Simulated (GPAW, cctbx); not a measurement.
# Reading charge transfer from structure factors

Na2LiTiCl6, Fm-3m (no. 225), a = 9.8290 Å, b = 9.8290 Å, c = 9.8290 Å, α = 90.00°, β = 90.00°, γ = 90.00°.

| atom | mult. | x | y | z |
| --- | --- | --- | --- | --- |
| Ti1 | 4 | 0 | 0 | 0 |
| Cl1 | 24 | 0.2450 | 0 | 0 |
| Na1 | 8 | 1/4 | 1/4 | 3/4 |
| Li1 | 4 | 1/2 | 0 | 0 |

The start was made by putting kin elements into a known structure type; the compound need not exist, or be stable, in this form.

Absolute values of the static structure factors of the conventional cell from DFT (PBE, GPAW) against free spherical atoms, in electrons:

| hkl | d (Å) | free atoms | crystal |
| --- | --- | --- | --- |
| 111 | 5.675 | 82.01 | 82.05 |
| 020 | 4.915 | 130.04 | 132.60 |
| 022 | 3.475 | 41.84 | 39.91 |
| 131 | 2.964 | 57.38 | 57.19 |
| 222 | 2.837 | 300.25 | 302.93 |
| 040 | 2.457 | 421.49 | 422.89 |
| 133 | 2.255 | 40.40 | 39.83 |
| 042 | 2.198 | 93.37 | 93.24 |
| 242 | 2.006 | 39.71 | 39.65 |
| 333 | 1.892 | 26.96 | 26.24 |

**Question.** Which way does charge move, and which reflections show it best?

Project each element's phase sum on the total phase. |F| rises if density moves to atoms that scatter in phase and falls if it moves to atoms that scatter against it; the rule is for low angles, since changes of shape take over beyond. Where all elements are in phase the terms compete, and the compactness of the donor's and the acceptor's density matters too.

| hkl | Ti in phase | Cl in phase | Na in phase | Li in phase | change (e) | (%) |
| --- | --- | --- | --- | --- | --- | --- |
| 111 | +4.0 | +0.8 | 0.0 | -4.0 | +0.04 | 0.0 |
| 020 | +4.0 | +8.0 | -8.0 | +4.0 | +2.56 | +2.0 |
| 022 | +4.0 | -8.0 | +8.0 | +4.0 | -1.93 | -4.6 |
| 131 | +4.0 | -0.2 | 0.0 | -4.0 | -0.19 | -0.3 |
| 222 | -4.0 | +24.0 | +8.0 | -4.0 | +2.68 | +0.9 |
| 040 | +4.0 | +23.9 | +8.0 | +4.0 | +1.40 | +0.3 |
| 133 | +4.0 | -1.2 | 0.0 | -4.0 | -0.57 | -1.4 |
| 042 | +4.0 | +8.0 | -8.0 | +4.0 | -0.14 | -0.1 |

Low-angle reflections that set elements apart and change by more than 0.05 e: 020, 022, 131, 222, 133 and 042 (111 hardly moves and tells little). The signs fit a gain of density on Cl and a loss on Ti, Na and Li, apart from 042. The best witness is 022, -4.6 %, where Cl enters with -8.0. The real-space density agrees: Voronoi charges Ti +0.21, Cl -0.18, Na +0.40, Li +0.08 e. The shortest bond, Ti–Cl, has Δρ = +0.07 e/Å³ at its midpoint, low for a shared bond; with the charge transfer this is a polar contact. Limits: no Hubbard U on Ti.
